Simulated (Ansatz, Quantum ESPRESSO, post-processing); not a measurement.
# Conductance against width: vacuum gaps between two Rh(111) faces, part 5 of 5

Aim: how the conductance falls as the barrier grows, for vacuum gaps between two Rh(111) faces.

Quantum ESPRESSO 7.5; plane-wave DFT, PBEsol, GBRV ultrasoft pseudopotentials; cross-check by Ansatz 0.2.0 with PAW datasets.

So far. Step 9 (Transmission with pwcond.x, 5.5 Å): T goes from 0.210 to 0.0242, a factor of 8.7. Step 10 (The same in Ansatz, 5.5 Å): Ansatz finds T = 0.0245 against pwcond's 0.0242.

### Step 12. The open system, 6.5 Å

Level of this step: transmission by pwcond, lead and junction from one cell; plane-wave DFT, PBEsol, GBRV ultrasoft pseudopotentials (Quantum ESPRESSO).

Contents of j3.cond.in:

```
&inputcond
  outdir = './out'
  prefixt = 'j3.scf'
  tran_file = 'j3.cond.dat'
  bdl = 2.4494897417
  bds = 16.2805432230
  ikind = 1
  ewind = 4.0
  epsproj = 1e-05
  nz1 = 7
  energy0 = 0.4
  denergy = -0.4
/
10
  0.00000000 0.00000000 0.01562500
  0.00000000 0.12500000 0.09375000
  0.00000000 0.25000000 0.09375000
  0.00000000 0.37500000 0.09375000
  0.00000000 0.50000000 0.04687500
  0.12500000 0.25000000 0.09375000
  0.12500000 0.37500000 0.18750000
  0.12500000 0.50000000 0.18750000
  0.25000000 0.50000000 0.09375000
  0.25000000 0.62500000 0.09375000
3
```

The run is started by

```console
OMP_NUM_THREADS=1 mpirun -n 4 pwcond.x -in j3.cond.in > j3.cond.out
```

Numbers of over 12 decimals in the logs are rounded to 6 here.

Output:

```text
[banner, memory and clock lines left out]
Program PWCOND v.7.5 starts
[citation notice left out]

[...]
./out/j3.scf.save/

[...]
negative rho (up, down):  1.078E+00 0.000E+00
     Reading collected, re-writing distributed wavefunctions

===== INPUT FILE containing all the regions =====

     GEOMETRY:

     lattice parameter (alat)  =       5.1178  a.u.
     the volume                =    1889.9375 (a.u.)^3
     the cross section         =      22.6828 (a.u.)^2
     l of the unit cell        =      16.2805 (alat)
[...]
1 -->     2     0.00000     0.12705
   Total T_j, R_j =    0.00001  0.99999

    2 -->     1     0.00001     0.12705
    2 -->     2     0.00003     0.87291
   Total T_j, R_j =    0.00004  0.99996

E-Ef(ev), T(x2 spins) =    0.0000000   0.0000919
---  E-Ef =   -0.4000000  k =    0.2500000   0.6250000
---  ie =          3  ik =         10
 Nchannels of the left tip =            0
 Right moving states:
   k1(2pi/a)   k2(2pi/a)   E-Ef (eV)
 Left moving states:
   k1(2pi/a)   k2(2pi/a)   E-Ef (eV)

 to transmit
          E-Ef(ev), T =   -0.4000000   0.0000000
   T_tot     0.40000      0.52237E-02
   T_tot     0.00000      0.47896E-02
   T_tot    -0.40000      0.52777E-02

[...]
```

Elapsed: 71 s, on 4 MPI ranks of Arm Neoverse V1, shared host; peak memory 0.29 GiB.

Read from the output:

| Item | Value |
| --- | --- |
| transmission at the Fermi level, one spin | 0.002395 |
| conductance | 0.002395 G₀ |

Per spin; mean over the k mesh across the current. Table of transmission, zone mean by energy, zero at the Fermi level:

```csv
energy (eV),"transmission, zone mean"
-0.400,0.00264
0.000,0.00239
0.400,0.00261
```

The run is unpolarised; a magnetic state was not tried, may lie lower and would change T.

T goes from 0.0242 to 0.00239, a factor of 10.

### Step 13. Cross-check with Ansatz, 6.5 Å

Level of this step: plane-wave DFT, PBEsol, Ansatz PAW (Ansatz 0.2.0).

Contents of input.yaml:

```yaml
crystal:
  lattice:
    - [2.7082189719, 0.0, 0.0]
    - [1.354109486, 2.3453864287, 0.0]
    - [0.0, 0.0, 44.0912760269]
  atoms:
    - { symbol: Rh, position: [0.0, 0.0, 0.0] }
    - { symbol: Rh, position: [0.333333333, 0.333333333, 0.0501516792] }
    - { symbol: Rh, position: [0.666666667, 0.666666667, 0.1003033584] }
    - { symbol: Rh, position: [0.0, 0.0, 0.1504550376] }
    - { symbol: Rh, position: [0.333333333, 0.333333333, 0.2006067168] }
    - { symbol: Rh, position: [0.666666667, 0.666666667, 0.250758396] }
    - { symbol: Rh, position: [0.0, 0.0, 0.3009100752] }
    - { symbol: Rh, position: [0.333333333, 0.333333333, 0.3510617544] }
    - { symbol: Rh, position: [0.666666667, 0.666666667, 0.4012134336] }
    - { symbol: Rh, position: [0.0, 0.0, 0.5486348872] }
    - { symbol: Rh, position: [0.333333333, 0.333333333, 0.5987865664] }
    - { symbol: Rh, position: [0.666666667, 0.666666667, 0.6489382456] }
    - { symbol: Rh, position: [0.0, 0.0, 0.6990899248] }
    - { symbol: Rh, position: [0.333333333, 0.333333333, 0.749241604] }
    - { symbol: Rh, position: [0.666666667, 0.666666667, 0.7993932832] }
    - { symbol: Rh, position: [0.0, 0.0, 0.8495449624] }
    - { symbol: Rh, position: [0.333333333, 0.333333333, 0.8996966416] }
    - { symbol: Rh, position: [0.666666667, 0.666666667, 0.9498483208] }
kpoints:
  mp_grid: { grid: [10, 10, 1] }
hamiltonian:
  xc: pbesol
scf:
  occupations: { method: fermi_dirac, width: 0.1 }
  convergence: { dr2_threshold: 1.0e-08 }
output:
  transmission: { leads: [[0, 3]], e_range: [-0.4, 0.4], de: 0.4, kmesh: [8, 8] }
  write_potential: true
  write_density: true
  volumetric_format: npy
  elf: true
```

The run is started by

```console
ansatz run input.yaml --threads 4 --pin off --max-ram 16384MiB --backend cpu --events-out ev --progress --plain --runs-dir out
```

Output:

```text
[...]
Crystal: 18 atoms, lattice volume = 280.060 Å³
Basis set: ecut = 420 eV, 5541 PW (Γ)
Bands: 184, of which v1, the nominal top of the filled ones, is band 153 counted from 1 (152 counted from 0)
Symmetry: 12 space group operations
[...]
k-points: 14 of 100
[...]
k-point 13: bands = [... 149 lower, 19.2000, 19.2616, 19.2764, 19.2965, 19.3302, 19.3711, 19.3835, 19.4158, ... 27 higher]
--- Transmission ---
  basis      : 55 plane waves across, 78 finite elements along
  points     : 10, standing for a mesh of 8 x 8
[...]
channels       : 2.062500e0 a spin
[...]
junction   : crystal 0 to crystal 0, -0.41 to 37.05 Å
    transmission   : 2.448005e-3 a spin
[...]
[key lines of the parts left out:]
SCF converged after 10 iterations
Free energy (F): -114095.601901 eV
Fermi energy:    19.020972 eV
```

Wall time 27 s (4 threads); peak memory 1.6 GiB; 100 s of CPU time.

This step gave:

- free energy: -114095.6019 eV
- energy at zero smearing: -114095.1670 eV
- smearing term TS: 0.8698 eV
- Fermi energy: 19.02 eV
- transmission at the Fermi level, one spin: 0.002448
- step of the lead's Hamiltonian over a period: 5.2 meV

Per spin; mean over the k mesh across the current. The transmission, zone mean by energy, zero at the Fermi level:

```csv
energy (eV),"transmission, zone mean"
-0.400,0.00258
0.000,0.00245
0.400,0.00271
```

Ansatz finds T = 0.00245 against pwcond's 0.00239.

### Step 14. The series side by side

All levels:

```csv
level,T by pwcond,T by Ansatz,lead channels,CPU time (s)
3.5 Å,0.8211,0.8022,2.062,1178
4.5 Å,0.2099,0.198,2.062,1344
5.5 Å,0.02422,0.02446,2.062,1385
6.5 Å,0.002395,0.002448,2.062,1457
```

### Step 15. By hand

For the narrowest barrier, the Landauer sum over the mesh, Σ w T = 0.1875 × 1.04 + 0.1875 × 0.841 + 0.0938 × 1.01 + … = 0.8211.

G = 0.821 × 77.48 µS = 63.6 µS a cell. Times the area of 6.352 Å², the resistance-area product is A/G = 0.998 fΩ m², the leads' contact resistance included.

κ = ln(T₁/T₂)/(2Δd) = ln(0.02422/0.002395)/(2 × 1 Å) = 1.16 1/Å.

### Step 16. Results

| Item | Value |
| --- | --- |
| conductance a cell at 3.5 Å | 0.821 G₀ |
| conductance a cell at 4.5 Å | 0.210 G₀ |
| conductance a cell at 5.5 Å | 0.0242 G₀ |
| conductance a cell at 6.5 Å | 0.00239 G₀ |
| fall of ln T per Å over the last interval | 2.31 |

**Reading.** The conductance goes from 0.821 G₀ at 3.5 Å to 0.00239 G₀ at 6.5 Å (PBEsol, GBRV ultrasoft). Interval by interval ln T falls by 1.36, 2.16 and 2.31 per Å. The last interval gives κ = 1.16 1/Å in T ∝ exp(−2κd), an apparent barrier of (κ/0.512)² = 5.1 eV. Ansatz follows the series within a factor of 1.06. Points with over 2.5 times the mean carry up to 56 % of T, so the means lean on few points, and the mesh was not tested. The geometries are as built, not relaxed, and the leads are short. Semilocal functionals lack the image potential in a vacuum gap.

[Logs are printed without paths, hosts, clocks, repeated set-up lines and the standing remarks that a program may print on its own settings, such as how far it seeks lower states.]

[Hosts, paths, dates, database ids (printed as entryN), source tags and the programs' standing remarks are cut or masked in the printed files.]

[Maps of the electrostatic potential energy from Ansatz leave out the sawtooth potential of an applied field or a dipole correction, so their vacuum need not be flat; planar profiles and work functions include it.]
